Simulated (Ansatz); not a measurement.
**Phonons of La3AlC (Pm-3m) against volume**

Wanted: mode Grüneisen parameters of La3AlC (Pm-3m).

Method: DFT PBEsol, scalar-relativistic, plane waves, PAW; PAW set soft_1, in Ansatz 0.2.0.

This is a report of a sequence of runs, with most program output left out.

## (1) The structure

Symmetry: Pm-3m, No. 221, cubic system. Conventional cell: a = 5.132 Å, b = 5.132 Å, c = 5.132 Å, α = 90.00°, β = 90.00°, γ = 90.00°. Nearest to La lie 2 C at 2.57 Å and 4 Al at 3.63 Å and 8 La at 3.63 Å. Nearest to Al lie 12 La at 3.63 Å. C has 6 La at 2.57 Å nearest. Farther neighbours are not listed.

As a file:

```cif
data_structure
_symmetry_space_group_name_H-M 'Pm-3m'
_symmetry_Int_Tables_number 221
_cell_length_a 5.1318
_cell_length_b 5.1318
_cell_length_c 5.1318
_cell_angle_alpha 90.000
_cell_angle_beta 90.000
_cell_angle_gamma 90.000
_cell_volume 135.15
loop_
_atom_site_label
_atom_site_type_symbol
_atom_site_symmetry_multiplicity
_atom_site_Wyckoff_symbol
_atom_site_fract_x
_atom_site_fract_y
_atom_site_fract_z
_atom_site_occupancy
La1 La 3 c 0.50000 0.50000 0.00000 1
Al1 Al 1 a 0.00000 0.00000 0.00000 1
C1 C 1 b 0.50000 0.50000 0.50000 1
```

## (2) Phonons on a q mesh

The cell comes from relaxations at this level that are not shown. Stability and thermal properties need the whole zone. Linear response on a 2×2×2 q mesh gives force constants as far as a supercell of that size would.

input.yaml reads:

```yaml
crystal:
  lattice:
    - [5.1318379723, 0.0, 0.0]
    - [0.0, 5.1318379723, 0.0]
    - [0.0, 0.0, 5.1318379723]
  atoms:
    - { symbol: La, position: [0.5, 0.5, 0.0] }
    - { symbol: La, position: [0.5, 0.0, 0.5] }
    - { symbol: La, position: [0.0, 0.5, 0.5] }
    - { symbol: Al, position: [0.0, 0.0, 0.0] }
    - { symbol: C, position: [0.5, 0.5, 0.5] }
kpoints:
  mp_grid: { grid: [8, 8, 8] }
hamiltonian:
  xc: pbesol
  pseudopotentials: { kind: paw, azcp: { folder: soft_1 }, xc_functional: pbe }
scf:
  occupations: { method: methfessel_paxton, width: 0.2 }
output:
  eigenvalues: true
phonons:
  method: dfpt
  qmesh: [2, 2, 2]
  temperatures: { t_max: 1000, t_step: 50 }
  qpath:
    path:
      - [[0.0, 0.0, 0.0], [0.0, 0.5, 0.0], [0.5, 0.5, 0.0], [0.0, 0.0, 0.0], [0.5, 0.5, 0.5], [0.0, 0.5, 0.0]]
      - [[0.5, 0.5, 0.5], [0.5, 0.5, 0.0]]
    npoints: 10
```

On the command line:

```console
ansatz run input.yaml --threads 4 --pin off --max-ram 10240MiB --backend cpu --events-out ev --progress --plain --runs-dir out
```

Run time: 5.5 min. Hardware: 4 threads of Arm Neoverse V2, shared host; peak memory 1.7 GiB.

This step gave:

| Quantity | Value |
| --- | --- |
| volume per atom | 27.03 Å³ |
| gap on the k-mesh | 0 eV |
| sum-rule residual before enforcement | 3.92e-5 eV/Å² |
| lowest frequency on the path | -168.7 cm⁻¹ |
| point group | m-3m |
| highest frequency on the path or at a solved wavevector | 391.2 cm⁻¹ |
| highest optical mode at the zone centre (no LO-TO term) | 137.8 cm⁻¹ |
| lowest optical zone-centre mode | -168.7 cm⁻¹ |
| lowest mode on the q mesh (acoustic modes at Γ apart) | -168.7 cm⁻¹ |

Frequencies (cm⁻¹) solved at each irreducible wavevector; negative means imaginary. Frequencies by wavevector, by row:

| q in reciprocal lattice units | star | mode 1 | mode 2 | mode 3 | mode 4 | mode 13 | mode 14 | mode 15 |
| --- | --- | --- | --- | --- | --- | --- | --- | --- |
| 0 0 0 | 1 | -168.7 | -168.7 | -168.7 | -49.5 | 137.8 | 137.8 | 137.8 |
| 0 0 -0.5 | 3 | -117.1 | -117.1 | 54.5 | 59.7 | 140.1 | 163.8 | 382.1 |
| 0 -0.5 -0.5 | 3 | 7.8 | 63.7 | 63.7 | 66.7 | 255.1 | 379.2 | 379.2 |
| -0.5 -0.5 -0.5 | 1 | -25.1 | -25.1 | -25.1 | 93.7 | 391.2 | 391.2 | 391.2 |

Symmetry leaves 4 wavevectors to solve. The lowest mode among them, the acoustic zeros apart, lies at Γ and is imaginary, 168.7i cm⁻¹, so the energy falls along it.

## (3) Relaxing at another volume, volume ratio 0.97

The volume is scaled by 0.97 and held; symmetry leaves nothing to relax, so this is a single point. The modes can then be followed against volume.

input.yaml, the sections that differ from step 2:

```yaml
crystal:
  lattice:
    - [5.0799976808, 0.0, 0.0]
    - [0.0, 5.0799976808, 0.0]
    - [0.0, 0.0, 5.0799976808]
  atoms:
    - { symbol: La, position: [0.5, 0.5, 0.0] }
    - { symbol: La, position: [0.5, 0.0, 0.5] }
    - { symbol: La, position: [0.0, 0.5, 0.5] }
    - { symbol: Al, position: [0.0, 0.0, 0.0] }
    - { symbol: C, position: [0.5, 0.5, 0.5] }
output:
  forces: true
  stress: true
  eigenvalues: true
# kpoints, hamiltonian, scf: as in step 2
# phonons: removed
```

The job ended after 2.3 s (4 threads; peak memory 0.49 GiB).

Numbers from this step:

```yaml
pressure: 1.915 GPa
volume_per_atom: 26.22 Å³
```

The run ends at a pressure of 1.91 GPa.

## (4) Phonons at the other volume, volume ratio 0.97

The phonons are repeated at this volume on the same k and q meshes.

input.yaml: that of step 3 with these lines changed.

```diff
@@ -19,4 +19,11 @@
 output:
-  forces: true
-  stress: true
   eigenvalues: true
+phonons:
+  method: dfpt
+  qmesh: [2, 2, 2]
+  temperatures: { t_max: 1000, t_step: 50 }
+  qpath:
+    path:
+      - [[0.0, 0.0, 0.0], [0.0, 0.5, 0.0], [0.5, 0.5, 0.0], [0.0, 0.0, 0.0], [0.5, 0.5, 0.5], [0.0, 0.5, 0.0]]
+      - [[0.5, 0.5, 0.5], [0.5, 0.5, 0.0]]
+    npoints: 10
```

It took 5.3 min on 4 threads; peak memory 1.6 GiB.

Numbers from this step:

* sum-rule residual before enforcement: 1.83e-5 eV/Å²
* lowest frequency on the path: -167.7 cm⁻¹
* highest frequency on the path or at a solved wavevector: 404.9 cm⁻¹
* highest optical mode at the zone centre (no LO-TO term): 146.4 cm⁻¹
* lowest optical zone-centre mode: -167.7 cm⁻¹
* lowest mode on the q mesh (acoustic modes at Γ apart): -167.7 cm⁻¹

Frequencies (cm⁻¹) solved at each irreducible wavevector; negative means imaginary. Frequencies by wavevector, by row:

```csv
q in reciprocal lattice units,star,mode 1,mode 2,mode 3,mode 4,mode 13,mode 14,mode 15
0 0 0,1,-167.7,-167.7,-167.7,-57,146.4,146.4,146.4
0 0 -0.5,3,-127.3,-127.3,55,57.6,159.1,171.1,392.4
0 -0.5 -0.5,3,-3.4,63.2,63.2,67.2,275.6,391.3,391.3
-0.5 -0.5 -0.5,1,-27.7,-27.7,-27.7,96.3,404.9,404.9,404.9
```

The highest optical mode at the zone centre (no LO-TO term) is 146.4 cm⁻¹, +8.7 cm⁻¹ against the base run.

## (5) Relaxing at another volume, volume ratio 1.03

The volume is scaled by 1.03 and held; symmetry leaves nothing to relax, so this is a single point. The modes can then be followed against volume.

input.yaml, the sections that differ from step 4:

```yaml
crystal:
  lattice:
    - [5.1826515539, 0.0, 0.0]
    - [0.0, 5.1826515539, 0.0]
    - [0.0, 0.0, 5.1826515539]
  atoms:
    - { symbol: La, position: [0.5, 0.5, 0.0] }
    - { symbol: La, position: [0.5, 0.0, 0.5] }
    - { symbol: La, position: [0.0, 0.5, 0.5] }
    - { symbol: Al, position: [0.0, 0.0, 0.0] }
    - { symbol: C, position: [0.5, 0.5, 0.5] }
output:
  forces: true
  stress: true
  eigenvalues: true
# kpoints, hamiltonian, scf: as in step 4
# phonons: removed
```

It took 2.5 s on 4 threads; peak memory 0.5 GiB; 9.1 s of CPU time.

Numbers from this step:

```
pressure        : -1.676 GPa
volume per atom : 27.84 Å³
```

The run ends at a pressure of -1.68 GPa.

## (6) Phonons at the other volume, volume ratio 1.03

input.yaml: that of step 5 with these lines changed.

```diff
@@ -19,4 +19,11 @@
 output:
-  forces: true
-  stress: true
   eigenvalues: true
+phonons:
+  method: dfpt
+  qmesh: [2, 2, 2]
+  temperatures: { t_max: 1000, t_step: 50 }
+  qpath:
+    path:
+      - [[0.0, 0.0, 0.0], [0.0, 0.5, 0.0], [0.5, 0.5, 0.0], [0.0, 0.0, 0.0], [0.5, 0.5, 0.5], [0.0, 0.5, 0.0]]
+      - [[0.5, 0.5, 0.5], [0.5, 0.5, 0.0]]
+    npoints: 10
```

Run time: 5.6 min. Hardware: 4 threads; peak memory 1.7 GiB; 22 min of CPU time.

Numbers from this step:

```yaml
sum_rule_residual_before_enforcement: 3.50e-5 eV/Å²
lowest_frequency_on_the_path: -171.0 cm⁻¹
highest_frequency_on_the_path_or_at_a_solved_wavevector: 377.5 cm⁻¹
highest_optical_mode_at_the_zone_centre_no_lo_to_term: 132.7 cm⁻¹
lowest_optical_zone_centre_mode: -171.0 cm⁻¹
lowest_mode_on_the_q_mesh_acoustic_modes_at_gamma_apart: -171.0 cm⁻¹
```

The highest optical mode at the zone centre (no LO-TO term) is 132.7 cm⁻¹, -5.1 cm⁻¹ against the base run.

## (7) Grüneisen parameters

The Grüneisen parameter of a mode is minus the logarithmic change of its frequency with volume, −d ln ω / d ln V; weighted by heat capacity it gives the expansion.

Numbers from this step:

| Quantity | Value |
| --- | --- |
| bulk modulus | 59.8 GPa |

The phonon branches at the labelled points (cm⁻¹):

| point | branch 1 | branch 2 | branch 3 | branch 4 | branch 12 | branch 13 | branch 14 | branch 15 |
| --- | --- | --- | --- | --- | --- | --- | --- | --- |
| Γ | -169 | -169 | -169 | -50 | 123 | 138 | 138 | 138 |
| halfway | -138 | -138 | -12 | -12 | 138 | 138 | 149 | 244 |
| X | -117 | -117 | 54 | 60 | 140 | 140 | 164 | 382 |
| halfway | 24 | 32 | 42 | 62 | 155 | 189 | 267 | 381 |
| M | 8 | 64 | 64 | 67 | 157 | 255 | 379 | 379 |
| halfway | -47 | -3 | 28 | 40 | 147 | 148 | 254 | 256 |
| Γ | -169 | -169 | -169 | -50 | 123 | 138 | 138 | 138 |
| halfway | -13 | 31 | 31 | 70 | 153 | 276 | 276 | 279 |
| R | -25 | -25 | -25 | 94 | 188 | 391 | 391 | 391 |
| halfway | 23 | 24 | 38 | 74 | 162 | 298 | 300 | 383 |
| X | -117 | -117 | 54 | 60 | 140 | 140 | 164 | 382 |
| jump to R | -25 | -25 | -25 | 94 | 188 | 391 | 391 | 391 |
| halfway | -17 | 28 | 28 | 88 | 174 | 329 | 385 | 385 |
| M | 8 | 64 | 64 | 67 | 157 | 255 | 379 | 379 |

The same for volume x 0.97:

```csv
point,branch 1,branch 2,branch 3,branch 4,branch 12,branch 13,branch 14,branch 15
Γ,-168,-168,-168,-57,133,146,146,146
X,-127,-127,55,58,159,159,171,392
M,-3,63,63,67,162,276,391,391
Γ,-168,-168,-168,-57,133,146,146,146
R,-28,-28,-28,96,195,405,405,405
X,-127,-127,55,58,159,159,171,392
R,-28,-28,-28,96,195,405,405,405
M,-3,63,63,67,162,276,391,391
```

The same for volume x 1.03:

```
point  branch 1  branch 2  branch 3  branch 4  branch 12  branch 13  branch 14  branch 15
    Γ      -171      -171      -171       -41        113        133        133        133
    X      -109      -109        54        61        130        130        157        371
    M        11        64        64        66        152        234        367        367
    Γ      -171      -171      -171       -41        113        133        133        133
    R       -23       -23       -23        89        182        378        378        378
    X      -109      -109        54        61        130        130        157        371
    R       -23       -23       -23        89        182        378        378        378
    M        11        64        64        66        152        234        367        367
```

## (8) What came out

```
bulk modulus : 59.8 GPa
```

**Reading.** No expansion is given, because modes are imaginary at one volume or more. The highest optical mode at Γ goes from 146 to 133 cm⁻¹ as the cell grows, a Grüneisen parameter of 1.64. Branches are matched by rank, so values near crossings are rough. With no gap, or one that is small against the smearing, the frequencies hang on the k mesh and the smearing, most of all near Kohn anomalies. Spin-orbit coupling is left out, which can matter for the heavy elements here. The PAW files were made for PBE and serve the other functionals too. A phonon run warned that its eigensolver left some bands unconverged in a pass.

[Logs are printed without paths, hosts, clocks, repeated set-up lines and the standing remarks that a program may print on its own settings, such as how far it seeks lower states.]

[Hosts, paths, dates, database ids (printed as entryN), source tags and the programs' standing remarks are cut or masked in the printed files.]
